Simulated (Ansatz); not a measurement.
# Decaying states in the gap of IF

A new crystal, IF: structure, gap and complex bands. It is built by putting I for part of the F in the F structure of space group C2/c, with the volume rescaled by atomic radii. The parent structure comes from the Materials Project.

Calculated with Ansatz 0.2.0; PBEsol DFT, plane waves, PAW files, in the first sound run; inputs show where later runs differ.

Most raw output is cut from this account.

The structure was built from a prototype and need not be the compound's stable phase.

## Step 1: Starting point

The structure is monoclinic, space group Cc (No. 9). The conventional cell has a = 7.261 Å, b = 4.500 Å, c = 9.405 Å, α = 90.00°, β = 94.87°, γ = 90.00°. Nearest to I lie 1 F at 2.01 Å. F has 1 I at 2.01 Å nearest. It derives from F. I for part of the F in the F structure of space group C2/c. Farther neighbours and most contacts between anions are not listed.

## Step 2: Relaxing the new crystal

The substituted atoms don't fit the parent's cell, so cell and atoms relax together. A small smearing keeps the run stable in case the gap closes on the way.

File input.yaml:

```yaml
crystal:
  lattice:
    - [3.6307264272, -2.2497825538, 0.0]
    - [3.6307264272, 2.2497825538, 0.0]
    - [-0.7983616641, 0.0, 9.3706786857]
  atoms:
    - { symbol: I, position: [0.59583288, 0.91533597, 0.5979555] }
    - { symbol: F, position: [0.08466403, 0.40416712, 0.9020445] }
    - { symbol: F, position: [0.40416712, 0.08466403, 0.4020445] }
    - { symbol: I, position: [0.91533597, 0.59583288, 0.0979555] }
kpoints:
  mp_grid: { grid: [6, 6, 4] }
scf:
  occupations: { method: gaussian, width: 0.03 }
hamiltonian:
  xc: pbesol
output:
  forces: true
  stress: true
relax:
  f_tol: 0.02
  max_steps: 60
  cell: {}
```

The run is started by

```bash
$ ansatz run input.yaml --threads 2 --pin off --max-ram 4096MiB --backend cpu --events-out ev --progress --plain --runs-dir out
```

It took 3.3 min on 2 threads of Intel Xeon Platinum 8488C (Sapphire Rapids), shared host; peak memory 0.52 GiB.

Relaxation path (22 of 43):

```csv
step,energy less that of the first step (eV),largest force component (eV/Å),pressure (GPa),volume (Å³)
1,0.0000,1.0997,-2.32,153.09
3,-0.3235,0.6433,0.21,136.06
5,-0.7812,0.1947,-1.18,121.09
7,-0.8836,0.1268,-1.27,117.96
9,-0.9555,0.0131,-0.03,114.78
11,-0.9582,0.0057,0.00,116.81
13*,-0.9524,0.0041,-0.14,116.66
15,-0.9576,0.0036,-0.04,115.34
17*,-0.9601,0.0067,-0.02,113.88
19,-0.9651,0.0104,-0.02,112.32
21,-0.9651,0.0272,0.15,112.18
23*,-0.9647,0.0008,0.00,112.36
25,-0.9689,0.0041,0.00,111.01
27,-0.9716,0.0061,-0.01,109.82
29,-0.9708,0.0011,0.01,110.31
31*,-0.9711,0.0054,0.00,110.50
33,-0.9733,0.0009,-0.02,110.02
35,-0.9764,0.0102,0.00,108.90
37,-0.9760,0.0033,0.03,109.21
39,-0.9768,0.0004,0.01,108.95
41*,-0.9767,0.0001,0.00,108.97
43*,-0.9775,0.0020,0.00,108.64
```

Relaxation steps marked * repeat the geometry before them on a plane-wave basis chosen anew for their cell, so energy and pressure can jump there. Other such steps can lie between the rows shown. Relaxation steps 6, 20, 21, 36 were tried and not accepted.

The run keeps the 2 symmetry operations that it works with, so distortions that break them were not tested.

| cell as run | before | after | change |
| --- | --- | --- | --- |
| a (Å) | 4.271 | 4.595 | +7.6 % |
| b (Å) | 4.271 | 4.595 | +7.6 % |
| c (Å) | 9.405 | 7.657 | -18.6 % |
| α (°) | 94.14 | 116.70 | +24.0 % |
| β (°) | 94.14 | 116.70 | +24.0 % |
| γ (°) | 63.57 | 50.76 | -20.2 % |
| volume (Å³/atom) | 38.27 | 27.16 | -29.0 % |

The atoms that moved most (Å, as changes of fractional coordinates times the final cell):

```
atom      dx      dy      dz  length
  I4  -0.118   0.629   0.202   0.671
  I1  -0.118  -0.629   0.202   0.671
  F2   0.118   0.351  -0.202   0.422
  F3   0.118  -0.351  -0.202   0.422
```

The relaxed structure:

```xyz
4
Lattice="4.0951 -1.9696 -0.6831 4.0951 1.9696 -0.6831 -2.6634 0.0000 7.1790" Properties=species:S:1:pos:R:3 pbc="T T T"
I     4.4782    0.0005    3.4625
F    -0.2830    0.9803    5.9399
F     1.0487   -0.9803    2.3504
I     5.8099   -0.0005   -0.1270
```

Numbers from this step:

```yaml
free_energy: -16462.6513 eV
fermi_energy: 4.210 eV
pressure: -0.001981 GPa
```

The largest force component on a free atom ends at 0.0020 eV/Å.

## Step 3: The bulk crystal and its band edges

The energy window and the wavevectors of the next steps follow from the band edges, so these are searched first, off the mesh as well.

File input.yaml:

```yaml
crystal:
  lattice:
    - [4.0951376144, -1.9695554164, -0.6830519256]
    - [4.0951376144, 1.9695554164, -0.6830519256]
    - [-2.6633956578, 0.0, 7.1789611191]
  atoms:
    - { symbol: I, position: [0.7498942493, 0.7501501261, 0.625030646] }
    - { symbol: F, position: [0.0011142385, 0.498841386, 0.874969354] }
    - { symbol: F, position: [0.498841386, 0.0011142385, 0.374969354] }
    - { symbol: I, position: [0.7501501261, 0.7498942493, 0.125030646] }
kpoints:
  mp_grid: { grid: [6, 6, 4] }
  band_path: { path: [VBM, CBM], npoints: 30 }
scf:
  occupations: { method: fixed }
hamiltonian:
  xc: pbesol
output:
  eigenvalues: true
  write_potential: true
  write_density: true
  volumetric_format: npy
  elf: true
```

It took 21 s on 2 threads; peak memory 0.47 GiB; 41 s of CPU time.

This step gave:

* free energy: -16462.6514 eV
* Fermi energy: 3.885 eV
* gap on the k-mesh: 0.6513 eV
* gap on path: 0.6379 eV, by band count; negative where bands overlap
* direct gap on path: 0.9555 eV
* edge places on path: 0, 0.4773 1/A along the path

The electronic bands at the labelled points (eV, zero at the Fermi level (highest filled level under fixed occupations); v1 is the highest filled band, c1 the lowest empty one):

```
  point     v4     v3     v2     v1    c1    c2    c3    c4
    VBM  -1.59  -0.50  -0.16   0.00  0.99  3.65  5.61  6.66
halfway  -1.34  -0.75  -0.44  -0.17  0.79  3.58  6.53  7.38
    CBM  -1.20  -1.02  -0.64  -0.56  0.64  3.44  7.32  7.73
```

Electrostatic potential energy in the ac plane of the cell as run, not the conventional one, at fractional y = 0.750, with atoms of I within 0.2 Å of it. With pseudopotentials it is smooth inside the atoms' cores, unlike the true potential.

Ten even steps from '_' (-16 eV) to '@' (10 eV), each cell a mean:
```
@@@@@@@@@@@@%%**====++**%%%%
@@@@@@@@@@@@@@%%######%%%%@@
@@@@@@@@@@@@@@@@%%%%%%%%%%%%
%%@@@@@@@@@@@@@@@@@@%%######
##%%@@@@@@@@@@@@@@%%**====++
++%%@@@@@@@@@@@@%%++..____..
==%%@@@@@@@@@@%%++__..--..__
++%%@@@@@@@@%%**..--%%@@++__
**@@@@@@@@@@%%==..##@@@@--..
%%@@@@@@@@@@##::..##%%==__==
@@@@@@@@@@@@##::__..____--##
@@@@@@@@@@@@##==....::==##%%
@@@@@@@@@@@@%%##**++**%%%%@@
@@@@@@@@@@@@@@%%%%%%%%%%@@@@
@@@@@@@@@@@@@@@@%%%%%%%%%%%%
%%@@@@@@@@@@@@@@%%%%####**##
**%%@@@@@@@@@@@@%%**==::..--
++%%@@@@@@@@@@%%**::________
==%%@@@@@@@@%%##::__==##==__
++%%@@@@@@@@%%==__++@@@@++__
##@@@@@@@@@@##::..%%@@##..::
%%@@@@@@@@@@##::..====....++
@@@@@@@@@@@@##--______..++##
```
Columns run along a (4.6 Å; values clipped at the 3rd and 97th percentile), rows up along c (7.7 Å). Atoms in or near the plane, at fractional coordinates: I at (0.75, 0.63), I at (0.75, 0.13).

ELF in the ac plane of the cell as run, not the conventional one, at fractional y = 0.750, with atoms of I within 0.2 Å of it. It is the smooth field of the valence electrons, not physical close to the nuclei.

Ten even steps from '0' (0.01) to '9' (0.87), each cell a mean:
```
31003899742234
31001687422455
10000232112554
11100000012332
56410000012233
89720002344456
99820036765457
99610389753247
98301699734358
85103898632468
41004998654566
00003786543322
00001443222100
01000011343100
45200013554112
88510024542246
99710023322468
99710001234568
99500012453357
76200146644347
42000588633355
10002798744443
10003999765322
```
Columns run along a (4.6 Å), rows up along c (7.7 Å). Atoms in or near the plane, at fractional coordinates: I at (0.75, 0.63), I at (0.75, 0.13).

Valence density in the ac plane of the cell as run, not the conventional one, at fractional y = 0.750, with atoms of I within 0.2 Å of it. It is the smooth field of the valence electrons, not physical close to the nuclei.

Values in e/Å³, 23 rows by 14 columns, each cell a mean:
```
 0  0  0  0  0  0  0  0  0  0  0  0  0  0
 0  0  0  0  0  0  0  0  0  0  0  0  0  0
 0  0  0  0  0  0  0  0  0  0  0  0  0  0
 0  0  0  0  0  0  0  0  0  0  0  0  0  0
 0  0  0  0  0  0  0  0  0  0  0  0  0  0
 0  0  0  0  0  0  0  0  0  0  1  1  1  1
 1  0  0  0  0  0  0  0  0  1  3  5  3  1
 1  0  0  0  0  0  0  0  1  5 12 14  7  2
 0  0  0  0  0  0  0  1  2 10 17 14  5  1
 0  0  0  0  0  0  0  1  3  9 11  6  2  1
 0  0  0  0  0  0  0  1  1  3  2  1  0  0
 0  0  0  0  0  0  0  0  1  1  1  0  0  0
 0  0  0  0  0  0  0  0  0  0  0  0  0  0
 0  0  0  0  0  0  0  0  0  0  0  0  0  0
 0  0  0  0  0  0  0  0  0  0  0  0  0  0
 0  0  0  0  0  0  0  0  0  0  0  0  0  0
 0  0  0  0  0  0  0  0  0  0  0  1  1  1
 1  0  0  0  0  0  0  0  0  1  1  2  2  1
 1  0  0  0  0  0  0  0  1  2  7 10  5  2
 0  0  0  0  0  0  0  0  1  7 15 15  7  1
 0  0  0  0  0  0  0  1  3 10 15 10  3  1
 0  0  0  0  0  0  0  1  2  6  6  3  1  0
 0  0  0  0  0  0  0  1  1  1  1  1  0  0
```
Columns run along a (4.6 Å), rows up along c (7.7 Å). Atoms in or near the plane, at fractional coordinates: I at (0.75, 0.63), I at (0.75, 0.13).

The searched edges give 0.638 eV, against 0.651 eV on the mesh.

## Step 4: Decaying states in the gap

This step: PBEsol DFT, plane waves, PAW files; complex bands by layer matching along the plane's normal (Ansatz 0.2.0).

The same crystal is laid in a cell whose first two vectors span the (001) plane (indices of the standard conventional cell, whose axes can be ordered otherwise than in the bulk input). At fixed energy and wavevector in the plane the solver finds all kz, real and complex. A few wavevectors are listed, (0, 0), (0.1901, 0.375) and (0.0521, 0.0521) in units of the plane's reciprocal vectors; the slowest state needn't be among them.

File input.yaml:

```yaml
crystal:
  lattice:
    - [4.595199729, 0.0, 0.0]
    - [2.906851554, 3.558942904, 0.0]
    - [-3.440671981, -1.632240926, 6.642945511]
  atoms:
    - { symbol: I, position: [0.7498942493, 0.7501501261, 0.625030646] }
    - { symbol: F, position: [0.0011142385, 0.498841386, 0.874969354] }
    - { symbol: F, position: [0.498841386, 0.0011142385, 0.374969354] }
    - { symbol: I, position: [0.7501501261, 0.7498942493, 0.125030646] }
kpoints:
  mp_grid: { grid: [8, 8, 4] }
scf:
  occupations: { method: fixed }
hamiltonian:
  xc: pbesol
output:
  eigenvalues: true
  transmission:
    leads: [[0, 0]]
    kpoints: [[0.0, 0.0], [0.1901, 0.375], [0.0521, 0.0521]]
    e_range: [-1.0, 1.64]
    de: 0.05
```

Run time: 17 s. Hardware: 2 threads; peak memory 0.52 GiB; 33 s of CPU time.

This step gave:

| Property | Result |
| --- | --- |
| free energy | -16462.6517 eV |
| gap on the k-mesh | 0.6855 eV |
| level to which the leads are filled | 0.3428 eV from the Fermi level |
| decay constant at the filling level, zone centre | 0.2563 Å⁻¹ |
| decay constant at the filling level, slowest listed point | 0.1607 Å⁻¹ |

K parallel (0, 0); values up to 1.5 1/Å, a degenerate pair printed once or twice; energies at which all values exceed this have no row. The Im kz of the slowest decaying states by energy, zero at the highest filled level on the SCF mesh:

| energy (eV) | decay 1 (Å⁻¹) | decay 2 (Å⁻¹) | decay 3 (Å⁻¹) | decay 4 (Å⁻¹) |
| --- | --- | --- | --- | --- |
| -1.000 | 0.386 | 0.790 | 1.32 | 1.43 |
| -0.800 | 0.373 | 0.575 | 0.890 | 1.32 |
| -0.600 | 0.333 | 0.379 | 0.933 | 1.31 |
| -0.400 | 0.348 | 0.955 | 1.31 | 1.38 |
| -0.200 | 0.328 | 0.968 | 1.30 | 1.37 |
| 0.000 | 0.00504 | 0.140 | 0.306 | 0.975 |
| 0.200 | 0.212 | 0.280 | 0.337 | 0.979 |
| 0.400 | 0.247 | 0.273 | 0.438 | 0.979 |
| 0.600 | 0.206 | 0.316 | 0.504 | 0.977 |
| 0.800 | 0.148 | 0.348 | 0.553 | 0.974 |
| 1.000 | 0.374 | 0.590 | 0.968 | 1.26 |
| 1.200 | 0.394 | 0.620 | 0.962 | 1.25 |
| 1.400 | 0.410 | 0.645 | 0.953 | 1.24 |
| 1.600 | 0.423 | 0.666 | 0.944 | 1.23 |

K parallel (0, 0). Table of Re kz of states that move upwards by energy, zero at the highest filled level on the SCF mesh:

| energy (eV) | channel 1 (Å⁻¹) | channel 2 (Å⁻¹) |
| --- | --- | --- |
| -1.00 | 0.434 | - |
| -0.95 | 0.455 | - |
| -0.85 | -0.451 | - |
| -0.80 | -0.432 | - |
| -0.70 | -0.392 | - |
| -0.65 | -0.372 | - |
| -0.60 | -0.352 | - |
| -0.50 | -0.310 | - |
| -0.45 | -0.289 | 0.157 |
| -0.35 | -0.243 | 0.359 |
| -0.30 | -0.218 | 0.430 |
| -0.25 | -0.450 | -0.191 |
| -0.15 | -0.321 | -0.122 |
| -0.10 | -0.252 | -0.0677 |
| 0.00 | - | - |
| 0.05 | - | - |
| 0.10 | - | - |
| 0.20 | - | - |
| 0.25 | - | - |
| 0.35 | - | - |
| 0.40 | - | - |
| 0.50 | - | - |
| 0.55 | - | - |
| 0.60 | - | - |
| 0.70 | - | - |
| 0.75 | - | - |
| 0.85 | - | - |
| 0.90 | - | - |
| 0.95 | - | - |
| 1.05 | 0.0832 | - |
| 1.10 | 0.114 | - |
| 1.20 | 0.161 | - |
| 1.25 | 0.180 | - |
| 1.30 | 0.198 | - |
| 1.40 | 0.230 | - |
| 1.45 | 0.246 | - |
| 1.55 | 0.274 | - |
| 1.60 | 0.288 | - |

K parallel (0.1901, 0.375); values up to 1.5 1/Å, a degenerate pair printed once or twice; energies at which all values exceed this have no row. The Im kz of the slowest decaying states by energy, zero at the highest filled level on the SCF mesh:

```
energy (eV)  decay 1 (Å⁻¹)  decay 2 (Å⁻¹)  decay 3 (Å⁻¹)  decay 4 (Å⁻¹)
      -1.00         0.0569          0.379           1.08           1.29
      -0.90          0.210          0.368           1.09           1.29
      -0.80          0.205          0.356           1.11           1.29
      -0.70         0.0980          0.340           1.12           1.30
      -0.60          0.102          0.315           1.13           1.30
      -0.50          0.170          0.351           1.13           1.30
      -0.40          0.136          0.216          0.411           1.14
      -0.25          0.232          0.270          0.469           1.14
      -0.15          0.231          0.323          0.498           1.13
      -0.05          0.224          0.364          0.521           1.13
       0.00          0.220          0.382          0.531           1.12
       0.05          0.214          0.398          0.540           1.12
       0.15          0.200          0.426          0.557           1.11
       0.25          0.183          0.450          0.571           1.11
       0.35          0.161          0.471          0.583           1.10
       0.45          0.132          0.490          0.594           1.09
       0.55         0.0919          0.507          0.603           1.08
       0.65          0.521          0.611           1.08           1.32
       0.75          0.535          0.618           1.07           1.32
       0.85          0.547          0.624           1.06           1.31
       1.00          0.563          0.632           1.05           1.31
       1.10          0.573          0.636           1.05           1.30
       1.20          0.582          0.639           1.04           1.30
       1.30          0.590          0.642           1.03           1.29
       1.40          0.597          0.645           1.03           1.28
       1.50          0.604          0.647           1.02           1.28
       1.60          0.610          0.648           1.01           1.27
```

K parallel (0.1901, 0.375). Re kz of states that move upwards, channel 1 against energy, zero at the highest filled level on the SCF mesh:

```csv
energy (eV),"Re kz of states that move upwards, channel 1 (Å⁻¹)"
-1.00,0.258
-0.90,0.381
-0.80,0.451
-0.75,-0.442
-0.65,0.00565
-0.55,-0.338
-0.45,-0.144
-0.35,-
-0.30,-
-0.20,-
-0.10,-
0.00,-
0.10,-
0.15,-
0.25,-
0.35,-
0.45,-
0.50,-
0.60,-
0.70,0.302
0.80,0.355
0.90,0.394
0.95,0.411
1.05,0.443
1.15,0.472
1.25,-0.446
1.35,-0.420
1.40,-0.407
1.50,-0.382
1.60,-0.358
```

K parallel (0.0521, 0.0521); values up to 1.5 1/Å, a degenerate pair printed once or twice; energies at which all values exceed this have no row. The Im kz of the slowest decaying states by energy, zero at the highest filled level on the SCF mesh:

| energy (eV) | decay 1 (Å⁻¹) | decay 2 (Å⁻¹) | decay 3 (Å⁻¹) | decay 4 (Å⁻¹) |
| --- | --- | --- | --- | --- |
| -1.00 | 0.385 | 0.630 | 0.942 | 1.31 |
| -0.85 | 0.375 | 0.537 | 0.950 | 1.31 |
| -0.75 | 0.368 | 0.458 | 0.958 | 1.31 |
| -0.60 | 0.288 | 0.360 | 0.969 | 1.31 |
| -0.50 | 0.353 | 0.975 | 1.30 | 1.32 |
| -0.35 | 0.340 | 0.982 | 1.30 | 1.31 |
| -0.20 | 0.326 | 0.988 | 1.29 | 1.31 |
| -0.10 | 0.0323 | 0.315 | 0.990 | 1.29 |
| 0.00 | 0.149 | 0.303 | 0.992 | 1.29 |
| 0.05 | 0.168 | 0.176 | 0.297 | 0.992 |
| 0.15 | 0.209 | 0.284 | 0.290 | 0.993 |
| 0.30 | 0.259 | 0.261 | 0.385 | 0.993 |
| 0.45 | 0.235 | 0.297 | 0.448 | 0.991 |
| 0.55 | 0.214 | 0.318 | 0.481 | 0.99 |
| 0.70 | 0.175 | 0.345 | 0.521 | 0.987 |
| 0.80 | 0.142 | 0.360 | 0.543 | 0.984 |
| 0.95 | 0.0573 | 0.380 | 0.572 | 0.980 |
| 1.10 | 0.396 | 0.596 | 0.975 | 1.25 |
| 1.20 | 0.406 | 0.610 | 0.971 | 1.24 |
| 1.35 | 0.419 | 0.629 | 0.965 | 1.24 |
| 1.45 | 0.426 | 0.640 | 0.960 | 1.23 |
| 1.60 | 0.436 | 0.655 | 0.953 | 1.23 |

K parallel (0.0521, 0.0521). Table of Re kz of states that move upwards by energy, zero at the highest filled level on the SCF mesh:

```
energy (eV)  channel 1 (Å⁻¹)  channel 2 (Å⁻¹)
      -1.00            0.415                -
      -0.90            0.455                -
      -0.80           -0.451                -
      -0.75           -0.431                -
      -0.65           -0.391                -
      -0.55           -0.351                -
      -0.45           -0.308            0.350
      -0.35           -0.439           -0.261
      -0.30           -0.376           -0.236
      -0.20           -0.258           -0.175
      -0.10           -0.137                -
       0.00           0.0796                -
       0.10                -                -
       0.15                -                -
       0.25                -                -
       0.35                -                -
       0.45                -                -
       0.50                -                -
       0.60                -                -
       0.70                -                -
       0.80                -                -
       0.90                -                -
       0.95                -                -
       1.05            0.143                -
       1.15            0.195                -
       1.25            0.235                -
       1.35            0.269                -
       1.40            0.284                -
       1.50            0.314                -
       1.60            0.341                -
```

At the listed wavevectors the last open channel is at +0.00 eV and the next at +0.65 eV on the grid. At +0.35 eV, the grid energy nearest the filling level (the middle of the gap on the SCF mesh), the slowest state at the listed wavevectors decays with κ = 0.161 Å⁻¹, its amplitude falling by e over 6.2 Å. Through 1 nm of this crystal that state's transmission falls by exp(−2 × 0.161 Å⁻¹ × 10 Å) = 0.040.

## Step 5: Decay over the two-dimensional zone

The listed points could miss the slowest state, so one energy near mid-gap is solved on a mesh of 12×12.

Changes to input.yaml since step 4:

```diff
@@ -18,6 +18,2 @@
   eigenvalues: true
-  transmission:
-    leads: [[0, 0]]
-    kpoints: [[0.0, 0.0], [0.1901, 0.375], [0.0521, 0.0521]]
-    e_range: [-1.0, 1.64]
-    de: 0.05
+  transmission: { leads: [[0, 0]], kmesh: [12, 12], e_range: [0.32, 0.33], de: 0.05 }
```

Wall time 19 s (2 threads); peak memory 0.57 GiB.

This step gave:

```yaml
least_decay_constant_on_the_mesh: 0.1684 Å⁻¹
```

Slowest decay constant (1/Å; 0 where a channel is open) over k1 and k2. At 0.3200 eV from the Fermi level.

Ten even steps from '_' (0.168) to '@' (0.461):
```
::----**@@@@%%==..__..::
..--**%%@@%%==..____....
..**%%@@@@++..__....____
==@@@@@@++::....::..__..
%%@@%%++::....::..__..==
@@%%==......::......==%%
%%==..__..::....::++%%@@
==..__..::....::++@@@@@@
..____....__..++@@@@%%**
......____..==%%@@%%**--
::::..__..==%%@@@@**----
--::....==%%@@%%==....::
```
Columns: k1 (b1) from -0.5 to 0.417; rows upwards: k2 (b2) from -0.5 to 0.417.

The least value on the mesh is 0.168 Å⁻¹ at +0.32 eV. At that energy the listed points give about 0.168 Å⁻¹ by interpolation, so the mesh holds no clearly slower state.

(Continued in part 2 of 2.)

[Logs are printed without paths, hosts, clocks, repeated set-up lines and the standing remarks that a program may print on its own settings, such as how far it seeks lower states.]

[Hosts, paths, dates, database ids (printed as entryN), source tags and the programs' standing remarks are cut or masked in the printed files.]
